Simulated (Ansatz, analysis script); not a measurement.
# Stoner picture of NaNiTe2, part 2 of 2

Wanted: E(M), the field that holds each moment, and the spin susceptibility of NaNiTe2.

Ansatz 0.2.0; PBEsol with U = 6 eV on Ni d (ortho-atomic projectors), PAW set soft_1 (files made for PBE).

So far. Step 4 (The non-magnetic reference): The free collinear run lies 25.4 meV below it. Step 6 (Total moment fixed at 0.214 μB): The energy is -3.55 meV from the state without spin, and the largest site carries 0.182 μB.

## 7. Total moment fixed at 0.429 μB

Level of this step: Ansatz DFT, collinear, total moment fixed by two Fermi levels; PBEsol+U, PAW set soft_1; PAW set soft_1 (Ansatz).

input.yaml reads:

```yaml
crystal:
  lattice:
    - [1.847861, 1.066863, 6.635427]
    - [-1.847861, 1.066863, 6.635427]
    - [0.0, -2.133726, 6.635427]
  atoms:
    - { symbol: Na, position: [0.5, 0.5, 0.5] }
    - { symbol: Ni, position: [0.0, 0.0, 0.0], spin: 0.429 }
    - { symbol: Te, position: [0.26437887, 0.26437887, 0.26437887] }
    - { symbol: Te, position: [0.73562113, 0.73562113, 0.73562113] }
magnetization:
  spin_polarized: true
  initial_magnetization: 0.429
  spin_locking: { lock_magnetization: hard }
kpoints:
  mp_grid: { grid: [12, 12, 12] }
hamiltonian:
  xc: pbesol
  hubbard:
    projectors: ortho-atomic
    sites: [{ species: Ni, l: d, u_eff: 6.0 }]
  pseudopotentials: { kind: paw, azcp: { folder: soft_1 }, xc_functional: pbe }
scf:
  occupations: { method: fermi_dirac, width: 0.05 }
  max_iter: 120
  convergence: { dr2_threshold: 1.0e-08 }
basis:
  ecutwfc: 420.0
```

Launch:

```sh
> ansatz run input.yaml --threads 1 --pin off --max-ram 2560MiB --backend cpu --events-out ev --progress --plain --runs-dir out
```

Numbers of over 12 decimals in the logs are rounded to 6 here.

The program printed:

```text
[...]
Crystal: 4 atoms, lattice volume = 78.487 Å³
Basis set: ecut = 420 eV, 1529 PW (Γ), FFT grids on a1−a3, a2−a3, a3
Bands: 36, of which v1, the nominal top of the filled ones, is band 30 counted from 1 (29 counted from 0)
Symmetry: 12 space group operations
[...]
k-points: 189 of 1728
[...]
Starting moments: Σ|m| = 0.429 μB on 1 of 4 sites
[...]
Per-site moments (μB) at R_I (Å): [(0.016695, 1.190986), (0.348869, 1.046555), (0.0055314, 1.046555), (0.0055314, 1.046555)]
Free energy (F): -21082.595748 eV
[...]
Internal energy: -21082.576988 eV  (E = F + TS)
E sigma→0 (E₀):  -21082.586368 eV
Entropy (-TS):   -0.018760 eV (-4.690 meV/atom)
Fermi energy:    12.080670 (↑ 12.037054, ↓ 12.124286) eV
[...]
Occupation matrices written to <dir>
[key lines of the parts left out:]
SCF converged after 13 iterations
Magnetization: 0.4290 μB (29.7145 up, 29.2855 down)
```

It took 2.8 min on 1 thread of Arm Neoverse V1, shared host; peak memory 2 GiB.

The energy is -11.8 meV from the state without spin, and the largest site carries 0.349 μB.

## 8. Total moment fixed at 1.071 μB

input.yaml: that of step 7 with these lines changed.

```diff
@@ -7,3 +7,3 @@
     - { symbol: Na, position: [0.5, 0.5, 0.5] }
-    - { symbol: Ni, position: [0.0, 0.0, 0.0], spin: 0.429 }
+    - { symbol: Ni, position: [0.0, 0.0, 0.0], spin: 1.071 }
     - { symbol: Te, position: [0.26437887, 0.26437887, 0.26437887] }
@@ -12,3 +12,3 @@
   spin_polarized: true
-  initial_magnetization: 0.429
+  initial_magnetization: 1.071
   spin_locking: { lock_magnetization: hard }
```

The program printed:

```text
[...]
Crystal: 4 atoms, lattice volume = 78.487 Å³
Basis set: ecut = 420 eV, 1529 PW (Γ), FFT grids on a1−a3, a2−a3, a3
Bands: 37, of which v1, the nominal top of the filled ones, is band 30 counted from 1 (29 counted from 0)
Symmetry: 12 space group operations
[...]
k-points: 189 of 1728
[...]
Starting moments: Σ|m| = 1.071 μB on 1 of 4 sites
[...]
Per-site moments (μB) at R_I (Å): [(0.043388, 1.190986), (0.724805, 1.046555), (0.051097, 1.046555), (0.051097, 1.046555)]
Free energy (F): -21082.601301 eV
[...]
Internal energy: -21082.587566 eV  (E = F + TS)
E sigma→0 (E₀):  -21082.594433 eV
Entropy (-TS):   -0.013735 eV (-3.434 meV/atom)
Fermi energy:    12.070018 (↑ 12.146674, ↓ 11.993362) eV
[...]
Occupation matrices written to <dir>
[key lines of the parts left out:]
SCF converged after 14 iterations
Magnetization: 1.0710 μB (30.0355 up, 28.9645 down)
```

Elapsed: 74 s, on 1 thread; peak memory 1 GiB.

The energy is -17.4 meV from the state without spin, and the largest site carries 0.725 μB.

## 9. Total moment fixed at 1.5 μB

input.yaml: that of step 8 with these lines changed.

```diff
@@ -7,3 +7,3 @@
     - { symbol: Na, position: [0.5, 0.5, 0.5] }
-    - { symbol: Ni, position: [0.0, 0.0, 0.0], spin: 1.071 }
+    - { symbol: Ni, position: [0.0, 0.0, 0.0], spin: 1.5 }
     - { symbol: Te, position: [0.26437887, 0.26437887, 0.26437887] }
@@ -12,3 +12,3 @@
   spin_polarized: true
-  initial_magnetization: 1.071
+  initial_magnetization: 1.5
   spin_locking: { lock_magnetization: hard }
```

The program printed:

```text
[...]
Crystal: 4 atoms, lattice volume = 78.487 Å³
Basis set: ecut = 420 eV, 1529 PW (Γ), FFT grids on a1−a3, a2−a3, a3
Bands: 37, of which v1, the nominal top of the filled ones, is band 30 counted from 1 (29 counted from 0)
Symmetry: 12 space group operations
[...]
k-points: 189 of 1728
[...]
Starting moments: Σ|m| = 1.5 μB on 1 of 4 sites
[...]
Per-site moments (μB) at R_I (Å): [(0.057143, 1.190986), (0.835742, 1.046555), (0.120493, 1.046555), (0.120493, 1.046555)]
Free energy (F): -21082.520487 eV
[...]
Internal energy: -21082.510382 eV  (E = F + TS)
E sigma→0 (E₀):  -21082.515435 eV
Entropy (-TS):   -0.010105 eV (-2.526 meV/atom)
Fermi energy:    11.938603 (↑ 12.281045, ↓ 11.596160) eV
[...]
Occupation matrices written to <dir>
[key lines of the parts left out:]
SCF converged after 14 iterations
Magnetization: 1.5000 μB (30.2500 up, 28.7500 down)
```

Elapsed: 80 s, on 1 thread; peak memory 1.1 GiB.

The energy is 63.4 meV from the state without spin, and the largest site carries 0.836 μB.

The other 3 runs of this kind were made alike; their results stand in the table below.

## 10. No field, tight threshold

A field gives a second route to the same curve. A thousand tesla shift each spin by 58 meV, and the threshold is tightened so that small induced moments are resolved.

input.yaml, the sections that differ from step 9:

```yaml
crystal:
  lattice:
    - [1.847861, 1.066863, 6.635427]
    - [-1.847861, 1.066863, 6.635427]
    - [0.0, -2.133726, 6.635427]
  atoms:
    - { symbol: Na, position: [0.5, 0.5, 0.5] }
    - { symbol: Ni, position: [0.0, 0.0, 0.0], spin: 0.62 }
    - { symbol: Te, position: [0.26437887, 0.26437887, 0.26437887] }
    - { symbol: Te, position: [0.73562113, 0.73562113, 0.73562113] }
magnetization:
  spin_polarized: true
scf:
  occupations: { method: fermi_dirac, width: 0.05 }
  max_iter: 120
  convergence: { dr2_threshold: 1.0e-10 }
# kpoints, hamiltonian, basis: as in step 9
```

The program printed:

```text
[...]
Crystal: 4 atoms, lattice volume = 78.487 Å³
Basis set: ecut = 420 eV, 1529 PW (Γ), FFT grids on a1−a3, a2−a3, a3
Bands: 36, of which v1, the nominal top of the filled ones, is band 30 counted from 1 (29 counted from 0)
Symmetry: 12 space group operations
[...]
k-points: 189 of 1728
[...]
Starting moments: Σ|m| = 0.62 μB on 1 of 4 sites
[...]
Absolute magnetization: 0.9317 μB (∫|ρ↑−ρ↓|, with the PAW one-centre terms)
[...]
Per-site moments (μB) at R_I (Å): [(0.033903, 1.190986), (0.619268, 1.046555), (0.029660, 1.046555), (0.029660, 1.046555)]
Free energy (F): -21082.609327 eV
[...]
Internal energy: -21082.594859 eV  (E = F + TS)
E sigma→0 (E₀):  -21082.602093 eV
Entropy (-TS):   -0.014468 eV (-3.617 meV/atom)
Fermi energy:    12.085455 eV
[...]
Occupation matrices written to <dir>
[key lines of the parts left out:]
SCF converged after 34 iterations
Magnetization: 0.8512 μB (29.9256 up, 29.0744 down)
```

The job ended after 4.1 min (1 thread; peak memory 2 GiB).

The net moment is 0.851 μB a cell.

## 11. Field of 2000 T

input.yaml: that of step 10 with these lines changed.

```diff
@@ -12,2 +12,3 @@
   spin_polarized: true
+  magnetic_field: 2000.0
 kpoints:
```

The program printed:

```text
[...]
Crystal: 4 atoms, lattice volume = 78.487 Å³
Basis set: ecut = 420 eV, 1529 PW (Γ), FFT grids on a1−a3, a2−a3, a3
Bands: 36, of which v1, the nominal top of the filled ones, is band 30 counted from 1 (29 counted from 0)
Symmetry: 12 space group operations
[...]
k-points: 189 of 1728
[...]
Starting moments: Σ|m| = 0.62 μB on 1 of 4 sites
[...]
Absolute magnetization: 1.2174 μB (∫|ρ↑−ρ↓|, with the PAW one-centre terms)
[...]
Per-site moments (μB) at R_I (Å): [(0.046917, 1.190986), (0.757749, 1.046555), (0.062593, 1.046555), (0.062593, 1.046555)]
Free energy (F): -21082.727086 eV
[...]
Internal energy: -21082.713726 eV  (E = F + TS)
E sigma→0 (E₀):  -21082.720406 eV
Entropy (-TS):   -0.013360 eV (-3.340 meV/atom)
Fermi energy:    12.055090 eV
[...]
Occupation matrices written to <dir>
[key lines of the parts left out:]
SCF converged after 23 iterations
Magnetization: 1.1601 μB (30.0801 up, 28.9199 down)
```

It took 1.9 min on 1 thread; peak memory 1 GiB.

The net moment is 1.16 μB a cell.

The other 2 runs of this kind were made alike; their results stand in the table below.

## 12. Analysis

Table of energy less the state without spin by total moment:

| total moment (μB/cell) | energy less the state without spin (meV/cell) |
| --- | --- |
| 0.000 | 0 |
| 0.214 | -3.55 |
| 0.429 | -11.8 |
| 0.643 | -20.9 |
| 0.857 | -25.4 |
| 1.071 | -17.4 |
| 1.286 | 9.81 |
| 1.500 | 63.4 |

The field that holds a moment is half the difference of the two Fermi levels over μB.

Table of field that holds the moment by total moment:

| total moment (μB/cell) | field that holds the moment (T) |
| --- | --- |
| 0.214 | -526 |
| 0.429 | -754 |
| 0.643 | -640 |
| 0.857 | 28.3 |
| 1.071 | 1324 |
| 1.286 | 3146 |
| 1.500 | 5916 |

Site moments:

| total (μB) | Na no. 1 (μB) | Ni no. 2 (μB) | Te no. 3 (μB) | Te no. 4 (μB) |
| --- | --- | --- | --- | --- |
| 0.214 | 0.0084 | 0.182 | 6.00e-4 | 6.00e-4 |
| 0.429 | 0.0167 | 0.3489 | 0.0055 | 0.0055 |
| 0.643 | 0.0252 | 0.4949 | 0.0156 | 0.0156 |
| 0.857 | 0.0342 | 0.6225 | 0.0301 | 0.0301 |
| 1.071 | 0.0434 | 0.7248 | 0.0511 | 0.0511 |
| 1.286 | 0.0511 | 0.7929 | 0.0823 | 0.0823 |
| 1.5 | 0.0571 | 0.8357 | 0.1205 | 0.1205 |

Table of total moment by field:

| field (T) | total moment (μB/cell) |
| --- | --- |
| 0 | 0.851 |
| 500 | 0.942 |
| 1000 | 1.02 |
| 2000 | 1.16 |

A Landau fit E = a2 M² + a4 M⁴ + a6 M⁶ (meV, μB) and the Stoner form E ≈ M² (1/2N − I/4), with the slope taken at the first fixed moment:

This step gave:

* density of states at the Fermi level, no spin: 2.414 states/eV/cell, both spins, broadened by the smearing
* Landau coefficients a2, a4, a6: -72.76, 55.44, -4.701 meV/μB², meV/μB^4, meV/μB^6
* r.m.s. miss of the Landau fit: 0.1928 meV
* Stoner parameter I: 1.113 eV, of the cell
* I·N/2: 1.344 I N / 2 from the slope at the first moment; over 1: unstable to a moment

## 13. What came out

```json
{"state of the free run": "ferromagnetic", "net moment of the free run": "0.851 μB", "energy of the free run from the state without spin": "-25.4 meV a cell", "lowest of the fixed moments tried": "M = 0.857 μB, -25.4 meV", "dM/dB between 0 and 500 T": "0.181 μB a cell per 1000 T"}
```

In words: At this level the system is magnetic: the free run keeps 0.619 μB on the largest site. No other order was typed. Semilocal functionals tend to overstate moments this weak, since they lack spin fluctuations. Among the fixed moments, E(M) falls 25.4 meV below the state without spin and is lowest near 0.857 μB on this grid. I·N/2 = 1.3 is over 1, so the state without spin is unstable to a uniform moment. The field acts on spins alone. The 11 fixed-moment and field runs took 25 min of wall time, added up. Energies are free energies at a smearing of 0.05 eV, and with partly filled levels differences shift, at times strongly, as the smearing goes to zero.

[Logs and program files are shortened in this print: banners, set-up blocks, solver, clock and traceback lines can be left out without a mark of their own.]

[Logs are printed without paths, hosts, clocks, repeated set-up lines and the standing remarks that a program may print on its own settings, such as how far it seeks lower states.]

[Hosts, paths, dates, database ids (printed as entryN), source tags and the programs' standing remarks are cut or masked in the printed files.]
